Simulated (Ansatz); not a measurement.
# TiC (model cell, started as CsCl type): following an unstable mode, part 3 of 3

Which phase does TiC (model cell, started as CsCl type) fall into along its unstable mode, and how much energy does it gain?

Ansatz 0.2.0; DFT PBEsol, scalar-relativistic, plane waves, PAW.

So far. Step 5 (Energy along the mode, all amplitudes (two of the runs …): The lowest of the steps tried is at 0.45 Å, 243 meV/atom below the parent; the bottom of the well need not coincide with a step. Step 7 (The new phase in its own primitive cell): The forces vanish by symmetry and the pressure is 0.000 GPa, within the tolerances set. The cell now holds 9.88 Å³/atom. The relaxed cell has a = 3.128, c = 4.665 Å (conventional setting).

The structure was built from a prototype and need not be the compound's stable phase.

### 8. Modes of the new phase, k-mesh 15×15×8

A relaxed structure may still be a saddle point, so its zone-centre modes are computed. No field response is asked, since the mesh shows no gap.

Input file input.yaml:

```yaml
crystal:
  lattice:
    - [3.1280484104, 0.0, 0.0]
    - [-1.5640242052, 2.7089693877, 0.0]
    - [0.0, 0.0, 4.6652771773]
  atoms:
    - { symbol: Ti, position: [0.3333333333, 0.6666666667, 0.25] }
    - { symbol: Ti, position: [0.6666666667, 0.3333333333, 0.75] }
    - { symbol: C, position: [0.0, 0.0, 0.5] }
    - { symbol: C, position: [0.0, 0.0, 0.0] }
kpoints:
  mp_grid: { grid: [15, 15, 8] }
hamiltonian:
  xc: pbesol
scf:
  occupations: { method: methfessel_paxton, width: 0.15 }
output:
  eigenvalues: true
phonons:
  method: dfpt
```

Started as:

```console
ansatz run input.yaml --threads 4 --pin off --max-ram 7168MiB --backend cpu --events-out ev --progress --plain --runs-dir out
```

Numbers of over 12 decimals in the logs are rounded to 6 here.

Log:

```text
[...]
Crystal: 4 atoms, lattice volume = 39.533 Å³
Basis set: ecut = 420 eV, 771 PW (Γ), exchange–correlation on 48×48×64 points (8 copies of the dense FFT grid, shifted against one another)
Bands: 20, of which v1, the nominal top of the filled ones, is band 16 counted from 1 (15 counted from 0)
Symmetry: 24 space group operations
k-points: 488 of 1800 (irreducible under 2 space group operations, time reversal used)
[...]
SCF iter   1: F=—  HF=-5444.345832 eV  |F-HF|=—  |Δ(HF+E_count)|=         —  Δρ=1.57e-2  dr2=1.28e-1  ethr=1.77e-3  ⟨swp⟩=4.8  Hψ=85306  notcnv=0
automatic band count: the SCF goes on with 24 bands, as 20 were too few: they end inside the smearing window of the response
[...]
SCF iter   2: F=—  HF=-5444.328776 eV  |F-HF|=—  |Δ(HF+E_count)|=   1.71e-2  S|Δr|=    0.00e0  Δρ=1.02e-2  dr2=5.76e-2  ethr=4.00e-4  ⟨swp⟩=1.0  Hψ=15616  notcnv=0
[...]
SCF iter   8: F=-5444.316403 eV  HF=-5444.316403 eV  |F-HF|=9.09e-13  |Δ(HF+E_count)|=  9.09e-13  S|Δr|=    0.00e0  Δρ=2.15e-8  dr2=5.17e-14  ethr=1.00e-12  ⟨swp⟩=8.6  Hψ=48117  notcnv=0
SCF 1 converged in 8 iterations: F = -5444.316403 eV  dr2 = 5.17e-14
[...]
DFPT response loops at Γ: preconditioner auto → Kerker (q_TF=auto, 2.634 Å⁻¹) (partly filled bands, converged f_vac=0.000); β = 1.00, the filter's whole step (`scf.mixing.beta` (0.50) is not read by the response loops under this deck's `scf.mixing.preconditioner`; to damp them name `kerker` or `kerker_dos`, under which they read `scf.mixing.beta`, and type it under 1.00, their step now; both keys bind the ground state too); Broyden in place of MSR1
SCF converged after 8 iterations
[...]
Free energy (F): -5444.316403 eV
[...]
Internal energy: -5444.315969 eV  (E = F + TS)
E sigma→0 (E₀):  -5444.316295 eV
Entropy (-TS):   -0.000434 eV (-0.109 meV/atom)
Fermi energy:    15.546735 eV
[...]
--- Band table (eV; the first three rows and the last of 488) ---
  k-point 0: bands = [... 12 lower, 12.1688, 14.4537, 14.4537, 16.1494, 16.1494, 16.2210, 16.2847, 16.2847, ... 4 higher]
  k-point 1: bands = [... 12 lower, 12.1916, 14.1507, 14.1507, 15.9678, 16.4147, 16.4147, 16.5111, 16.5111, ... 4 higher]
  k-point 2: bands = [... 12 lower, 12.2717, 13.6096, 13.6096, 15.2371, 16.7758, 16.7758, 17.1832, 17.1832, ... 4 higher]
  k-point 487: bands = [... 12 lower, 12.0757, 12.1409, 12.7537, 14.7365, 16.4041, 17.7055, 17.9186, 18.9286, ... 4 higher]
--- Phonons (Γ-DFPT): 4 representative perturbations + reference, on 488 of 1800 k-points (Σ response iterations 12) ---
  k mesh reduced under 2 symmetry operations, with k and −k counted as one. Each operation leaves every solved perturbation unchanged. A smaller set is not used because it would not reduce the number of displacements times k-points to solve
  ASR residual: 6.966e-6 → 0.000e0 eV/Å²; symmetrization residual: 1.299e-6 eV/Å²
  ASR residual per site (eV/Å²): 6.97e-6 6.97e-6 2.02e-6 2.02e-6
  Γ frequencies (cm⁻¹): 0.00 0.00 0.00 314.84 314.84 439.77 473.14 514.05 571.46 571.46 736.81 736.81
  non-analytic LO–TO correction: not included (Born effective charges unavailable; polar crystals: no LO–TO splitting at Γ)
```

Elapsed: 49 s, on 4 threads of Arm Neoverse V1, shared host; peak memory 1.6 GiB; 3 min of CPU time.

Numbers from this step:

| Quantity | Value |
| --- | --- |
| sum-rule residual before enforcement | 6.97e-6 eV/Å² |
| point group | 6/mmm |
| highest optical mode at the zone centre (no LO-TO term) | 736.8 cm⁻¹ |
| lowest optical zone-centre mode | 314.8 cm⁻¹ |

Patterns of degenerate modes are one choice out of their space. The modes at Γ (shares of kinetic energy by element, %):

```csv
mode,frequency (cm⁻¹),symmetry,Ti %,C %
1,0.0,acoustic,80,20
2,0.0,acoustic,80,20
3,0.0,acoustic,80,20
4,314.8,E2g,100,0
5,314.8,E2g,100,0
6,439.8,B1g,100,0
7,473.1,A2u,20,80
8,514.0,B2u,0,100
9,571.5,E2u,0,100
10,571.5,E2u,0,100
11,736.8,E1u,20,80
12,736.8,E1u,20,80
```

Displacements in mode 4 (314.8 cm⁻¹), the largest set to 1:
```
Ti1 -1.00  0.00  0.00
Ti2  1.00  0.00  0.00
C3   0.00  0.00  0.00
C4   0.00  0.00  0.00
```

Displacements in mode 7 (473.1 cm⁻¹), the largest set to 1:
```
Ti1  0.00  0.00 -0.25
Ti2  0.00  0.00 -0.25
C3   0.00  0.00  1.00
C4   0.00  0.00  1.00
```

Before it was imposed, the acoustic sum rule was missed by 7.0e-6 eV/Å². Small misses are needed for a sound result but don't prove that mesh and cutoff are converged. The lowest optical mode is real, 315 cm⁻¹.

### 9. The phases reached

The phases reached along the modes that were followed are set side by side.

Energies are those of the first relaxation, on the mesh of the frozen mode; space group, volume and gap are those of the last relaxation. Phases, by row:

```csv
mode frozen in,space group,energy from parent (meV/atom),volume (Å³/atom),gap on mesh (eV),lowest zone-centre optical mode (cm⁻¹),largest shift (Å)
parent,Pm-3m,0,9.644,0,–,–
"q = (0, -0.5, -0.5), 357i cm⁻¹",P4/nmm,-254.4,10.24,0,-61.2,0.527
"q = (0, 0, -0.5), 334i cm⁻¹",P6_3/mmc,-1040,9.88,0,314.8,0.903
"q = (0, 0, -0.5), 334i cm⁻¹",Pmma,-347.1,10.36,0,-98.4,0.599
"q = (0, 0, -0.5), 334i cm⁻¹",P6_3/mmc,-1040,9.88,0,314.8,0.903
```

### 10. Summary of results

| Quantity | Value |
| --- | --- |
| unstable mode of the parent | q = (0, 0, -0.5), 334i cm⁻¹ |
| depth at the lowest point sampled | 243 meV/atom |
| largest atomic shift at that point | 0.45 Å |
| space group reached (within 0.01 Å) | P6_3/mmc |
| energy gained over the parent (first relaxation, on the mesh of the frozen mode) | 1040 meV/atom |
| volume per atom, phase reached | 9.88 Å³ |
| lowest optical zone-centre mode, phase reached | 315 cm⁻¹ |
| highest optical mode at the zone centre (no LO-TO term), phase reached | 737 cm⁻¹ |

What this shows: Along this mode the structure falls into P6_3/mmc, 1040 meV/atom below the parent. At the parent's cell the well is 242.6 meV/atom deep on the steps tried, with its lowest point at a shift of 0.45 Å. Relaxing atoms and cell changes the gain by +797.27 meV/atom against the lowest step (energies at zero smearing). Most of the total comes from this relaxation. The new phase has no imaginary mode at the zone centre of its cell; other wavevectors were not checked. Of the 4 patterns followed to their end from this parent, this one reaches the lowest energy. Each path keeps the symmetry of its pattern, so a lower phase may lie along a pattern not tried. With no gap, or one that is small against the smearing, the frequencies hang on the k mesh and the smearing, most of all near Kohn anomalies. The starting cell was built on a prototype and not taken from a measurement, so the phase need not exist.

[Logs are printed without paths, hosts, clocks, repeated set-up lines and the standing remarks that a program may print on its own settings, such as how far it seeks lower states.]

[Hosts, paths, dates, database ids (printed as entryN), source tags and the programs' standing remarks are cut or masked in the printed files.]
